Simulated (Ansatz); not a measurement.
Space group P6_3/mmc (No. 194). a = 2.285 Å, b = 2.285 Å, c = 3.584 Å, α = 90.00°, β = 90.00°, γ = 120.00°
| atom | site | symmetry | x | y | z |
| --- | --- | --- | --- | --- | --- |
| Be | 2c | -6m2 | 0.6667 | 0.3333 | 0.7500 |

Task: What reflectivity and colour does Ansatz, LDA, independent particles, without spin-orbit coupling, line width 0.1 eV (Gaussian), carrier damping 0.1 eV give for this metal?

Result: Reflectivity along the first axis:

```json
{"E (eV)": "1.00", "R (%)": "70.3"}
{"E (eV)": "1.25", "R (%)": "56.9"}
{"E (eV)": "1.50", "R (%)": "53.1"}
{"E (eV)": "1.75", "R (%)": "50.8"}
{"E (eV)": "2.00", "R (%)": "49.5"}
{"E (eV)": "2.25", "R (%)": "49.5"}
{"E (eV)": "2.50", "R (%)": "49.1"}
{"E (eV)": "2.75", "R (%)": "48.7"}
{"E (eV)": "3.00", "R (%)": "48.7"}
{"E (eV)": "3.25", "R (%)": "48.9"}
{"E (eV)": "3.50", "R (%)": "49.5"}
{"E (eV)": "3.75", "R (%)": "50.4"}
{"E (eV)": "4.00", "R (%)": "51.7"}
{"E (eV)": "4.25", "R (%)": "53.3"}
{"E (eV)": "4.50", "R (%)": "55.9"}
{"E (eV)": "4.75", "R (%)": "60.2"}
{"E (eV)": "5.00", "R (%)": "65.8"}
```

The colour is light grey: CIE x = 0.314, y = 0.331, luminous reflectivity 49 % under D65, from the mean over the axes. The mesh is 18×18×9, and the carriers' damping is typed.

[Logs are printed without paths, hosts, clocks, repeated set-up lines and the standing remarks that a program may print on its own settings, such as how far it seeks lower states.]
